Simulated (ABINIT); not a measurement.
# Beyond one shot: SnO2 (Cassiterite), part 2 of 2

Wanted: G0W0 and self-consistent gaps of SnO2 (Cassiterite), with the cost of the cycles.

ABINIT 10.8.3; LDA and many-body steps on it, plane waves. Known limits of the many-body steps: not at the basis limit; no spin-orbit coupling; coarse k mesh.

So far. Step 7 (evGW0, cycle 3): Against the cycle before, the gap moves by +0.001 eV. Step 10 (evGW, cycle 1): Against G0W0 in ABINIT (2×2×4 mesh, 132 bands, screening to 106.1 eV, Godby-Needs plasmon pole), the gap moves by +0.693 eV.

**13. evGW, cycle 2**

This step: evGW on LDA, plane waves, norm-conserving pseudopotentials.

Input file run.abi:

```
acell 3*1.0 Angstrom
rprim 
  4.738000000000 0.000000000000 0.000000000000
  0.000000000000 4.738000000000 0.000000000000
  0.000000000000 0.000000000000 3.186500000000
ntypat 2
znucl 50 8
natom 6
typat 1 1 2 2 2 2
xred 
  0.000000000000 0.000000000000 0.000000000000
  0.500000000000 0.500000000000 0.500000000000
  0.307100000000 0.307100000000 0.000000000000
  0.192900000000 0.807100000000 0.500000000000
  0.692900000000 0.692900000000 0.000000000000
  0.807100000000 0.192900000000 0.500000000000
pp_dirpath "pseudos"
pseudos "Sn.upf, O.upf"
ecut 42
ngkpt 2 2 4
nshiftk 1
shiftk 0 0 0
kptopt 1
chksymbreak 0
istwfk *1
occopt 1
irdwfk 1
optdriver 4
nband 132
gwcalctyp 10
ecutsigx 42
symsigma 1
nkptgw 9
kptgw 
  0.0000000000 0.0000000000 0.0000000000
  0.5000000000 0.0000000000 0.0000000000
  0.5000000000 0.5000000000 0.0000000000
  0.0000000000 0.0000000000 0.2500000000
  0.5000000000 0.0000000000 0.2500000000
  0.5000000000 0.5000000000 0.2500000000
  0.0000000000 0.0000000000 0.5000000000
  0.5000000000 0.0000000000 0.5000000000
  0.5000000000 0.5000000000 0.5000000000
bdgw 
  23 40
  23 40
  23 40
  23 40
  23 40
  23 40
  23 40
  23 40
  23 40
ecuteps 3.9
irdscr 1
ppmodel 1
irdqps 1
indata_prefix "in"
outdata_prefix "out"
tmpdata_prefix "tmp"
```

Started as:

```sh
OMP_NUM_THREADS=1 mpirun -n 8 abinit run.abi > log
```

It took 61 s on 8 MPI ranks of Arm Neoverse V2, shared host; peak memory 3.7 GiB.

This step gave:

```
quasiparticle gap on the mesh                         : 3.653 eV
gap of the density functional on the mesh             : 1.138 eV
k of the valence top                                  : 0, 0, 0
k of the conduction bottom                            : 0, 0, 0
least direct quasiparticle gap on the computed points : 3.653 eV
```

Against the cycle before, the gap moves by +0.054 eV.

**14. Screening, 2×2×4 mesh, 132 bands, screening to 106.1 eV**

This step: RPA screening on LDA, plane waves, norm-conserving pseudopotentials.

Input file run.abi:

```
acell 3*1.0 Angstrom
rprim 
  4.738000000000 0.000000000000 0.000000000000
  0.000000000000 4.738000000000 0.000000000000
  0.000000000000 0.000000000000 3.186500000000
ntypat 2
znucl 50 8
natom 6
typat 1 1 2 2 2 2
xred 
  0.000000000000 0.000000000000 0.000000000000
  0.500000000000 0.500000000000 0.500000000000
  0.307100000000 0.307100000000 0.000000000000
  0.192900000000 0.807100000000 0.500000000000
  0.692900000000 0.692900000000 0.000000000000
  0.807100000000 0.192900000000 0.500000000000
pp_dirpath "pseudos"
pseudos "Sn.upf, O.upf"
ecut 42
ngkpt 2 2 4
nshiftk 1
shiftk 0 0 0
kptopt 1
chksymbreak 0
istwfk *1
occopt 1
irdwfk 1
optdriver 3
nband 132
ecuteps 3.9
inclvkb 2
awtr 1
symchi 1
gwcalctyp 10
mbpt_sciss 3.098 eV
nqptdm 1
qptdm 
  0 0 0
indata_prefix "in"
outdata_prefix "out"
tmpdata_prefix "tmp"
```

The job ended after 27 s (8 MPI ranks; peak memory 2.8 GiB).

This step gave:

```yaml
eps_infinity_with_local_fields_on_this_mesh_along_the_program_s_q_direction: 4.010
the_same_without_local_fields: 4.148
plasma_frequency: 36.20 eV
plane_waves_in_the_screening_matrix: 177
```

This screening uses the functional's bands under a rigid shift, the mean opening of the cycle before.

**15. Screening, 2×2×4 mesh, 132 bands, screening to 106.1 eV**

This step: RPA screening on LDA from quasiparticle energies, plane waves, norm-conserving pseudopotentials.

run.abi, as its differences from that of step 14:

```diff
@@ -33,7 +33,14 @@
 symchi 1
+irdqps 1
 gwcalctyp 10
-mbpt_sciss 3.098 eV
-nqptdm 1
+nqptdm 8
 qptdm 
-  0 0 0
+  0.5000000000 0.0000000000 0.0000000000
+  0.5000000000 0.5000000000 0.0000000000
+  0.0000000000 0.0000000000 0.2500000000
+  0.5000000000 0.0000000000 0.2500000000
+  0.5000000000 0.5000000000 0.2500000000
+  0.0000000000 0.0000000000 0.5000000000
+  0.5000000000 0.0000000000 0.5000000000
+  0.5000000000 0.5000000000 0.5000000000
 indata_prefix "in"
```

Input file mrgscr.stdin:

```
2
merged
q0_SCR
out_SCR
1
```

Started as:

```sh
OMP_NUM_THREADS=1 mpirun -n 8 abinit run.abi > log; mrgscr < mrgscr.stdin
```

Run time: 24 s. Hardware: 8 MPI ranks; peak memory 2.4 GiB.

This step gave:

| Item | Value |
| --- | --- |
| plasma frequency | 36.20 eV |
| plane waves in the screening matrix | 177 |

This screening reads the quasiparticle levels of the cycle before.

**16. evGW, cycle 3**

This step: evGW on LDA, plane waves, norm-conserving pseudopotentials.

run.abi, as its differences from that of step 15:

```diff
@@ -27,12 +27,10 @@
 irdwfk 1
-optdriver 3
+optdriver 4
 nband 132
-ecuteps 3.9
-inclvkb 2
-awtr 1
-symchi 1
-irdqps 1
 gwcalctyp 10
-nqptdm 8
-qptdm 
+ecutsigx 42
+symsigma 1
+nkptgw 9
+kptgw 
+  0.0000000000 0.0000000000 0.0000000000
   0.5000000000 0.0000000000 0.0000000000
@@ -45,2 +43,16 @@
   0.5000000000 0.5000000000 0.5000000000
+bdgw 
+  23 40
+  23 40
+  23 40
+  23 40
+  23 40
+  23 40
+  23 40
+  23 40
+  23 40
+ecuteps 3.9
+irdscr 1
+ppmodel 1
+irdqps 1
 indata_prefix "in"
```

Started as:

```sh
OMP_NUM_THREADS=1 mpirun -n 8 abinit run.abi > log
```

Run time: 61 s. Hardware: 8 MPI ranks; peak memory 3.7 GiB; 8.2 min of CPU time.

Numbers from this step:

* quasiparticle gap on the mesh: 3.658 eV
* gap of the density functional on the mesh: 1.138 eV
* k of the valence top: 0, 0, 0
* k of the conduction bottom: 0, 0, 0
* least direct quasiparticle gap on the computed points: 3.658 eV

Against the cycle before, the gap moves by +0.005 eV.

**17. The runs together**

Times are wall times on 8 MPI ranks of Arm Neoverse V2, shared host, good to a factor of about two. A run's time includes the screening step that it read.

```
           run   mesh  bands  screening cutoff (eV)  DFT gap (eV)  gap on the mesh (eV)  direct (eV)  ε∞ used     time
          G0W0  2×2×4    132                  106.1         1.138                 2.906        2.906     5.42     56 s
evGW0, cycle 1  2×2×4    132                  106.1         1.138                 3.271        3.271     5.42  1.8 min
evGW0, cycle 2  2×2×4    132                  106.1         1.138                 3.156        3.156     5.42  1.8 min
evGW0, cycle 3  2×2×4    132                  106.1         1.138                 3.157        3.157     5.42  1.8 min
 evGW, cycle 1  2×2×4    132                  106.1         1.138                 3.599        3.599     4.17  1.7 min
 evGW, cycle 2  2×2×4    132                  106.1         1.138                 3.653        3.653     4.02  1.8 min
 evGW, cycle 3  2×2×4    132                  106.1         1.138                 3.658        3.658     4.01  1.9 min
```

**18. Outcome**

| Property | Result |
| --- | --- |
| G0W0 | 2.906 eV |
| evGW0, cycle 1 | 3.271 eV |
| evGW0, cycle 2 | 3.156 eV |
| evGW0, cycle 3 | 3.157 eV |
| evGW, cycle 1 | 3.599 eV |
| evGW, cycle 2 | 3.653 eV |
| evGW, cycle 3 | 3.658 eV |
| known limits | not at the basis limit; no spin-orbit coupling; coarse k mesh |

In words: Only the bands that the input lists are updated; the others, empty or deep, keep the functional's energies or take a rigid shift. The evGW loop starts from the last levels of evGW0, so its cycles and time come on top of those. evGW0 ends at 3.16 eV, +0.25 eV from G0W0, after 3 cycles that took 3.1 min beside the first screening; the last moved the gap by 0.001 eV. evGW ends at 3.66 eV, +0.75 eV from G0W0, after 3 cycles that took 5.4 min beside the first screening; the last moved the gap by 0.005 eV. The first cycle of evGW0 takes the full correction, without the factor Z, so it overshoots the one-shot value. Against experiment, by evGW, cycle 3: the gap of 3.66 eV lies +0.06 eV from the measured 3.6 eV (kind not stated, quoted 2022). These are gaps on the mesh, at modest bands and cutoff. The calculation has static nuclei and no excitons; a measured gap holds zero-point and thermal motion, which mostly lowers it. Bands and cutoff are finite, so the gap is not at the basis limit. The miss can reach some tenths of an eV and take either sign; the mesh is an error of its own. The 2×2×4 mesh is coarse for this cell, which bears on the long-range parts of exchange and screening. In the updated screening the q = 0 part is built from Kohn-Sham bands under a rigid shift, the other q from the quasiparticle levels. The many-body steps are scalar-relativistic: spin-orbit coupling is not in them.

[Paths, hosts, dates, memory and timing lines, banners, echoed tables and standing remarks are left out of the program output.]

[Logs are printed without paths, hosts, clocks, repeated set-up lines and the standing remarks that a program may print on its own settings, such as how far it seeks lower states.]

[Runs of the session that timed out or met a known fault of the program may be left out.]

[Hosts, paths, dates, database ids (printed as entryN), source tags and the programs' standing remarks are cut or masked in the printed files.]

[G0W0 gaps are taken among the corrected bands and points alone; a level outside them can change the order at an edge.]

[Where Ansatz stands beside ABINIT at settings called matched, ABINIT's density can come from a denser mesh and the files from another edition; pairs whose starting gaps differed by over 0.03 eV were left out, so agreement reads better than it is.]
